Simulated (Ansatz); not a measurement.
# How fast states decay through BaInF3, part 3 of 4

Wanted: the relaxed cell of BaInF3, its band edges and its decay constants. It is built by putting F for I, Ba for Ca in the CaInI3 structure of space group Cmcm, with the volume rescaled by atomic radii. The parent structure comes from the Materials Project.

Ansatz 0.2.0; r2SCAN DFT, plane waves, PAW files (the session's first sound run).

So far, gap on path (eV): step 3 (band edges) 3.24.

The structure was built from a prototype and need not be the compound's stable phase.

## 6. Decaying states in the gap, plane (010), k-mesh 4×6×6

Level of this step: r2SCAN DFT, plane waves, PAW files; complex bands by layer matching along the plane's normal (Ansatz).

The same for the (010) plane, at (0, 0) and (0, 0.4792), to see how the decay depends on direction.

Input file input.yaml:

```yaml
crystal:
  lattice:
    - [9.290997101, 0.0, 0.0]
    - [0.0, 4.319856414, 0.0]
    - [0.0, 2.159928207, 5.630636892]
  atoms:
    - { symbol: Ba, position: [0.0, 0.0, 0.0] }
    - { symbol: Ba, position: [0.5, 0.0, 0.0] }
    - { symbol: In, position: [0.25, 0.2667298042, 0.4665403916] }
    - { symbol: In, position: [0.75, 0.7332701958, 0.5334596084] }
    - { symbol: F, position: [0.942552005, 0.6192018825, 0.761596235] }
    - { symbol: F, position: [0.057447995, 0.3807981175, 0.238403765] }
    - { symbol: F, position: [0.442552005, 0.3807981175, 0.238403765] }
    - { symbol: F, position: [0.557447995, 0.6192018825, 0.761596235] }
    - { symbol: F, position: [0.25, 0.8762914386, 0.2474171228] }
    - { symbol: F, position: [0.75, 0.1237085614, 0.7525828772] }
kpoints:
  mp_grid: { grid: [4, 6, 6] }
scf:
  occupations: { method: fixed }
hamiltonian:
  xc: r2scan
output:
  eigenvalues: true
  transmission:
    leads: [[0, 0]]
    kpoints: [[0.0, 0.0], [0.0, 0.4792]]
    e_range: [-1.0, 4.24]
    de: 0.09
```

Run with:

```console
> ansatz run input.yaml --threads 2 --pin off --max-ram 4096MiB --backend cpu --events-out ev --progress --plain --runs-dir out
```

Numbers of over 12 decimals in the logs are rounded to 6 here.

The program printed:

```text
[...]
Crystal: 10 atoms, lattice volume = 225.990 Å³
Basis set: ecut = 500 eV, 5707 PW (Γ), exchange–correlation on 288×128×180 points (64 copies of the dense FFT grid, shifted against one another)
Bands: 54, of which v1, the nominal top of the filled ones, is band 44 counted from 1 (43 counted from 0)
Symmetry: 8 space group operations
[...]
k-points: 39 of 144
[...]
SCF iter   1: F=—  HF=-28024.830925 eV  |F-HF|=—  |Δ(HF+E_count)|=         —  Δρ=8.92e-3  dr2=1.88e-1  dr2_τ=1.86e-1  ethr=1.77e-3  ⟨swp⟩=5.0  Hψ=8137  notcnv=0  defer=277
[...]
SCF iter   8: F=-28025.021037 eV  HF=-28025.021037 eV  |F-HF|=1.31e-8  |Δ(HF+E_count)|=   2.25e-7  Δρ=3.20e-6  dr2=3.72e-8  dr2_τ=2.51e-9  ethr=1.14e-10  ⟨swp⟩=12.8  Hψ=10351  notcnv=0
SCF 1 converged in 8 iterations: F = -28025.021037 eV  dr2 = 3.72e-8
[...]
transmission: 8 of 16 steps passed
transmission: 16 of 16 steps passed
SCF converged after 8 iterations
Free energy (F): -28025.021037 eV
[...]
Internal energy: -28025.021037 eV  (E = F + TS)
E sigma→0 (E₀):  -28025.021037 eV
Fermi energy:    4.472569 eV
[...]
--- Band table (eV; the first three rows and the last of 39) ---
  k-point 0: bands = [... 40 lower, 1.2962, 1.3906, 3.0972, 4.0838, 7.8736, 8.9500, 10.0691, 10.0899, ... 6 higher]
  k-point 1: bands = [... 40 lower, 1.2941, 1.3815, 3.2908, 4.0277, 8.0769, 8.6983, 9.5983, 10.1454, ... 6 higher]
  k-point 2: bands = [... 40 lower, 1.2906, 1.3632, 3.6855, 3.9250, 8.0578, 8.5931, 9.4547, 9.7593, ... 6 higher]
  k-point 38: bands = [... 40 lower, 1.1644, 1.1644, 4.2473, 4.2473, 8.0115, 8.0115, 9.4240, 9.4240, ... 6 higher]
--- Transmission ---
  basis      : 411 plane waves across, 8 finite elements along
  points     : 2, as listed
[...]
crystal 0  : In2F6Ba2, at the sites [0, 0], period 5.6306 Å: whole cells are its period
[...]
channels       : 0.000000e0 a spin
[...]
slowest decay  : 0.3050 /Å at (0.0000, 0.0000)
```

Elapsed: 72 s, on 2 threads of AMD EPYC 9R45, shared host; peak memory 2.4 GiB.

Numbers from this step:

```
decay constant at the filling level, zone centre          : 0.3050 Å⁻¹
decay constant at the filling level, slowest listed point : 0.305 Å⁻¹
```

K parallel (0, 0); values up to 1.5 1/Å, a degenerate pair printed once or twice; energies at which all values exceed this have no row. The Im kz of the slowest decaying states by energy, zero at the highest filled level on the SCF mesh:

| energy (eV) | decay 1 (Å⁻¹) | decay 2 (Å⁻¹) | decay 3 (Å⁻¹) | decay 4 (Å⁻¹) |
| --- | --- | --- | --- | --- |
| -1.00 | 0.375 | 0.622 | 0.724 | 1.02 |
| -0.82 | 0.289 | 0.618 | 0.720 | 1.02 |
| -0.55 | 0.611 | 0.714 | 1.01 | 1.02 |
| -0.37 | 0.102 | 0.143 | 0.605 | 0.709 |
| -0.19 | 0.199 | 0.297 | 0.598 | 0.704 |
| -0.01 | 0.234 | 0.382 | 0.590 | 0.699 |
| 0.08 | 0.248 | 0.412 | 0.586 | 0.696 |
| 0.26 | 0.269 | 0.461 | 0.577 | 0.690 |
| 0.44 | 0.285 | 0.499 | 0.567 | 0.684 |
| 0.71 | 0.301 | 0.544 | 0.550 | 0.674 |
| 0.89 | 0.307 | 0.538 | 0.569 | 0.667 |
| 1.07 | 0.311 | 0.524 | 0.591 | 0.659 |
| 1.34 | 0.311 | 0.501 | 0.620 | 0.646 |
| 1.52 | 0.308 | 0.484 | 0.637 | 0.638 |
| 1.70 | 0.302 | 0.466 | 0.628 | 0.655 |
| 1.88 | 0.293 | 0.446 | 0.617 | 0.671 |
| 2.15 | 0.276 | 0.411 | 0.601 | 0.696 |
| 2.33 | 0.260 | 0.385 | 0.589 | 0.713 |
| 2.51 | 0.240 | 0.356 | 0.577 | 0.731 |
| 2.78 | 0.200 | 0.303 | 0.557 | 0.755 |
| 2.96 | 0.162 | 0.259 | 0.542 | 0.757 |
| 3.14 | 0.104 | 0.202 | 0.527 | 0.744 |
| 3.41 | 0.502 | 0.709 | 0.732 | 0.777 |
| 3.59 | 0.484 | 0.680 | 0.705 | 0.756 |
| 3.77 | 0.465 | 0.647 | 0.678 | 0.733 |
| 4.04 | 0.434 | 0.591 | 0.635 | 0.695 |
| 4.22 | 0.412 | 0.546 | 0.602 | 0.666 |

K parallel (0, 0.4792); values up to 1.5 1/Å, a degenerate pair printed once or twice; energies at which all values exceed this have no row. The Im kz of the slowest decaying states by energy, zero at the highest filled level on the SCF mesh:

| energy (eV) | decay 1 (Å⁻¹) | decay 2 (Å⁻¹) | decay 3 (Å⁻¹) | decay 4 (Å⁻¹) |
| --- | --- | --- | --- | --- |
| -1.00 | 0.415 | 0.431 | 0.814 | 0.818 |
| -0.82 | 0.362 | 0.382 | 0.813 | 0.817 |
| -0.55 | 0.210 | 0.250 | 0.812 | 0.814 |
| -0.37 | 0.127 | 0.810 | 0.811 | 0.860 |
| -0.19 | 0.191 | 0.808 | 0.809 | 0.847 |
| -0.01 | 0.805 | 0.807 | 0.834 | 1.17 |
| 0.08 | 0.195 | 0.207 | 0.803 | 0.806 |
| 0.26 | 0.321 | 0.321 | 0.800 | 0.803 |
| 0.44 | 0.381 | 0.386 | 0.796 | 0.801 |
| 0.71 | 0.438 | 0.447 | 0.781 | 0.791 |
| 0.89 | 0.465 | 0.475 | 0.768 | 0.787 |
| 1.07 | 0.486 | 0.498 | 0.755 | 0.783 |
| 1.34 | 0.509 | 0.522 | 0.734 | 0.777 |
| 1.52 | 0.520 | 0.534 | 0.720 | 0.774 |
| 1.70 | 0.528 | 0.542 | 0.704 | 0.772 |
| 1.88 | 0.533 | 0.547 | 0.688 | 0.771 |
| 2.15 | 0.536 | 0.551 | 0.661 | 0.773 |
| 2.33 | 0.534 | 0.550 | 0.640 | 0.779 |
| 2.51 | 0.531 | 0.547 | 0.616 | 0.792 |
| 2.78 | 0.523 | 0.541 | 0.567 | 0.807 |
| 2.96 | 0.516 | 0.521 | 0.538 | 0.741 |
| 3.14 | 0.453 | 0.511 | 0.542 | 0.680 |
| 3.41 | 0.227 | 0.513 | 0.565 | 0.597 |
| 3.59 | 0.139 | 0.183 | 0.520 | 0.542 |
| 3.77 | 0.0418 | 0.484 | 0.523 | 0.597 |
| 4.04 | 0.288 | 0.378 | 0.509 | 0.602 |
| 4.22 | 0.261 | 0.321 | 0.483 | 0.591 |

At the listed wavevectors the last open channel is at -0.01 eV and the next at +3.32 eV on the grid. At +1.61 eV, the grid energy nearest the filling level (the middle of the gap on the SCF mesh), the slowest state at the listed wavevectors decays with κ = 0.305 Å⁻¹, its amplitude falling by e over 3.3 Å; the first such run, plane (001), gave 0.329 Å⁻¹.

## 7. Band edges at another level, cutoff 1250 eV

This step: r2SCAN DFT, plane waves, norm-conserving files (Ansatz 0.2.0).

The edges again with norm-conserving files, at the same atoms. Against that run the cutoff is 1250 eV against 500.

Input file input.yaml:

```yaml
crystal:
  lattice:
    - [2.1599282068, -5.6306368919, 0.0]
    - [2.1599282068, 5.6306368919, 0.0]
    - [0.0, 0.0, 9.2909971013]
  atoms:
    - { symbol: Ba, position: [0.0, 0.0, 0.0] }
    - { symbol: Ba, position: [0.0, 0.0, 0.5] }
    - { symbol: In, position: [0.2667298042, 0.7332701958, 0.25] }
    - { symbol: In, position: [0.7332701958, 0.2667298042, 0.75] }
    - { symbol: F, position: [0.6192018825, 0.3807981175, -0.057447995] }
    - { symbol: F, position: [0.3807981175, 0.6192018825, 1.057447995] }
    - { symbol: F, position: [0.3807981175, 0.6192018825, 0.442552005] }
    - { symbol: F, position: [0.6192018825, 0.3807981175, 0.557447995] }
    - { symbol: F, position: [0.8762914386, 0.1237085614, 0.25] }
    - { symbol: F, position: [0.1237085614, 0.8762914386, 0.75] }
kpoints:
  mp_grid: { grid: [6, 6, 4] }
  band_path: { path: [VBM, CBM], npoints: 30 }
scf:
  occupations: { method: fixed }
hamiltonian:
  xc: r2scan
  pseudopotentials: { kind: nc }
output:
  eigenvalues: true
```

The program printed:

```text
[...]
Crystal: 10 atoms, lattice volume = 225.990 Å³
Basis set: ecut = 1250 eV, 22693 PW (Γ)
Bands: 54, of which v1, the nominal top of the filled ones, is band 44 counted from 1 (43 counted from 0)
Symmetry: 8 space group operations
[...]
k-points: 39 of 144
[...]
SCF iter   1: F=—  HF=-9944.353075 eV  |F-HF|=—  |Δ(HF+E_count)|=         —  Δρ=1.45e-1  dr2=4.68e1  dr2_τ=2.76e1  ethr=3.10e-3  ⟨swp⟩=12.0  Hψ=13740  notcnv=0  defer=357
[...]
SCF iter  10: F=-9931.108200 eV  HF=-9931.108200 eV  |F-HF|=2.37e-8  |Δ(HF+E_count)|=   3.47e-7  Δρ=2.87e-6  dr2=2.79e-8  dr2_τ=1.37e-8  ethr=1.14e-10  ⟨swp⟩=44.6  Hψ=27810  notcnv=0
SCF 1 converged in 10 iterations: F = -9931.108200 eV  dr2 = 2.79e-8
[...]
SCF converged after 10 iterations
Free energy (F): -9931.108200 eV
[...]
Internal energy: -9931.108200 eV  (E = F + TS)
E sigma→0 (E₀):  -9931.108200 eV
Fermi energy:    4.528792 eV
[...]
--- Band table (eV; the first three rows and the last of 39) ---
  k-point 0: bands = [... 40 lower, 1.3513, 1.4441, 3.1573, 4.1383, 7.9398, 9.0152, 10.1359, 10.1575, ... 6 higher]
  k-point 1: bands = [... 40 lower, 1.2674, 1.4223, 3.2935, 3.9778, 8.2280, 9.1311, 9.9471, 9.9757, ... 6 higher]
  k-point 2: bands = [... 40 lower, 1.3571, 1.3571, 3.6241, 3.6241, 8.9558, 8.9558, 9.5371, 9.5371, ... 6 higher]
  k-point 38: bands = [... 40 lower, 1.3205, 1.3205, 3.9546, 3.9546, 8.2569, 8.2569, 9.4877, 9.4877, ... 6 higher]
```

Run time: 2.8 min. Hardware: 2 threads; peak memory 2.3 GiB.

This step gave:

| Property | Result |
| --- | --- |
| free energy | -9931.1082 eV |
| Fermi energy | 4.529 eV |
| gap on the k-mesh | 3.270 eV |
| gap on path | 3.256 eV, by band count; negative where bands overlap |
| direct gap on path | 3.475 eV |

The electronic bands at the labelled points (eV, zero at the Fermi level (highest filled level under fixed occupations); v1 is the highest filled band, c1 the lowest empty one):

| point | v4 | v3 | v2 | v1 | c1 | c2 | c3 | c4 |
| --- | --- | --- | --- | --- | --- | --- | --- | --- |
| VBM | -3.27 | -3.24 | -0.46 | 0.01 | 3.49 | 3.73 | 4.32 | 5.00 |
| halfway | -3.28 | -3.27 | -0.54 | -0.29 | 3.88 | 4.52 | 4.73 | 4.75 |
| CBM | -3.18 | -3.12 | -0.66 | -0.51 | 3.27 | 4.67 | 4.80 | 4.98 |

The searched edges give 3.26 eV, against 3.27 eV on the mesh.

## 8. Complex bands at another level

This step: r2SCAN DFT, plane waves, norm-conserving files; complex bands by layer matching along the plane's normal (Ansatz 0.2.0).

The complex bands at that level, over its own gap, at (0, 0) and (-0.5, 0).

Input file input.yaml:

```yaml
crystal:
  lattice:
    - [6.03070159, 0.0, 0.0]
    - [1.547179806, 4.033285767, 0.0]
    - [0.0, 0.0, 9.290997101]
  atoms:
    - { symbol: Ba, position: [0.0, 0.0, 0.0] }
    - { symbol: Ba, position: [0.0, 0.0, 0.5] }
    - { symbol: In, position: [0.5334596084, 0.7332701958, 0.25] }
    - { symbol: In, position: [0.4665403916, 0.2667298042, 0.75] }
    - { symbol: F, position: [0.238403765, 0.3807981175, 0.942552005] }
    - { symbol: F, position: [0.761596235, 0.6192018825, 0.057447995] }
    - { symbol: F, position: [0.761596235, 0.6192018825, 0.442552005] }
    - { symbol: F, position: [0.238403765, 0.3807981175, 0.557447995] }
    - { symbol: F, position: [0.7525828772, 0.1237085614, 0.25] }
    - { symbol: F, position: [0.2474171228, 0.8762914386, 0.75] }
kpoints:
  mp_grid: { grid: [6, 6, 4] }
scf:
  occupations: { method: fixed }
hamiltonian:
  xc: r2scan
  pseudopotentials: { kind: nc }
output:
  eigenvalues: true
  transmission:
    leads: [[0, 0]]
    kpoints: [[0.0, 0.0], [-0.5, 0.0]]
    e_range: [-1.0, 4.26]
    de: 0.13
```

The program printed:

```text
Engine: ansatz 0.2.0, x86_64-unknown-linux-gnu
Pseudopotentials: kind: nc
Pseudopotential: Ba, nc, valence charge 10, recommended cutoff 680 eV (normal), Ba.nc.azcp
Pseudopotential: In, nc, valence charge 13, recommended cutoff 1220 eV (normal), In.nc.azcp
Pseudopotential: F, nc, valence charge 7, recommended cutoff 1250 eV (normal), F.nc.azcp
Functional definition: r2SCAN
  parameter k0 = 0.174
  parameter k1 = 0.065
  parameter a1 = 4.9479
  exchange = r2scan_x(k0 = k0, k1 = k1, a1 = a1)
  correlation = r2scan_c
Error: memory limit exceeded: the `transmission` phase of `transmission` needs 6.91 GiB against the run's memory maximum of 4.00 GiB; largest carriers: transmission 6.50 GiB, unmodelled-tail allowance 0.30 GiB, source scf tables 0.09 GiB, source scf state 0.01 GiB; the layers of output.transmission grow with the square of the cell's cross-section: a lower cutoff or a narrower output.transmission.e_range takes less, and so, most of all in a narrow cell, does a wider de; where no e_range is typed, a fill by count is planned with a gap of 40 thermal energies
with nothing else changed it takes a maximum of at least 6.91 GiB, with nothing to spare, and 7.60 GiB leaves up to a tenth: --max-ram 7.60GiB where that set the maximum, else more of the term that did, and with no share typed, where 7.60 GiB is over 0.88 of the host's memory or its container's limit, a share of 0.88 or more that holds the maximum too (--max-ram-frac F), where one does; The budget is ten elevenths of [...]
`transmission` follows the SCF: where the deck gives it k-points, a mesh or a band count of its own, those are what to reduce (not on a resume, whose deck is fixed)
```

It took 0.24 s on 2 threads; peak memory 0.26 GiB.

The program refused the input before any cycle.

The program's message: “Error: memory limit exceeded: the `transmission` phase of `transmission` needs 6.91 GiB against the run's memory maximum of 4.00 GiB; largest carriers: transmission 6.50 GiB, unmodelled-tail allowance …”

## 9. The same cell, other settings

This step: r2SCAN DFT, plane waves, PAW files; complex bands by layer matching along the plane's normal; changed: hamiltonian.hubbard = {"sites": [{"species": "In", "l": "f", "u_eff": 4.0}]}, scf.max_iter = 75 (Ansatz 0.2.0).

This run repeats an earlier one, its twin (the complex run, plane (001)), with two settings changed (scf.max_iter, hamiltonian.hubbard.sites; files written aside). The setting was drawn as a possible misstep, on purpose. Where the input is shown as a difference, that is against the step before, not the twin.

Changes to input.yaml since step 8:

```diff
@@ -20,5 +20,6 @@
   occupations: { method: fixed }
+  max_iter: 75
 hamiltonian:
   xc: r2scan
-  pseudopotentials: { kind: nc }
+  hubbard: { sites: [{ species: In, l: f, u_eff: 4.0 }] }
 output:
@@ -27,4 +28,4 @@
     leads: [[0, 0]]
-    kpoints: [[0.0, 0.0], [-0.5, 0.0]]
-    e_range: [-1.0, 4.26]
+    kpoints: [[0.0, 0.0], [-0.5, 0.0], [0.2396, 0.4792]]
+    e_range: [-1.0, 4.24]
     de: 0.13
```

The program printed:

```text
Error: inconsistent input (hamiltonian.hubbard.sites[].l, hamiltonian.hubbard.sites[].shell): the file of In doesn't list 4f, and it can't be added: PBE doesn't bind the shell 4f of the free atom, whose level lies at +1.00 eV. Type an atom or ion with it (hamiltonian.pseudopotentials.projection_atoms), take another file or name another shell
```

Elapsed: 0.14 s, on 2 threads; peak memory 0.11 GiB.

The program refused the input before any cycle.

The program's message: “Error: inconsistent input (hamiltonian.hubbard.sites[].l, hamiltonian.hubbard.sites[].shell): the file of In doesn't list 4f, and it can't be added: PBE doesn't bind the shell 4f of the free atom, who …”

The change that led to it: hamiltonian.hubbard.

(Part 3 of 4 ends here.)

[Logs are printed without paths, hosts, clocks, repeated set-up lines and the standing remarks that a program may print on its own settings, such as how far it seeks lower states.]

[Hosts, paths, dates, database ids (printed as entryN), source tags and the programs' standing remarks are cut or masked in the printed files.]
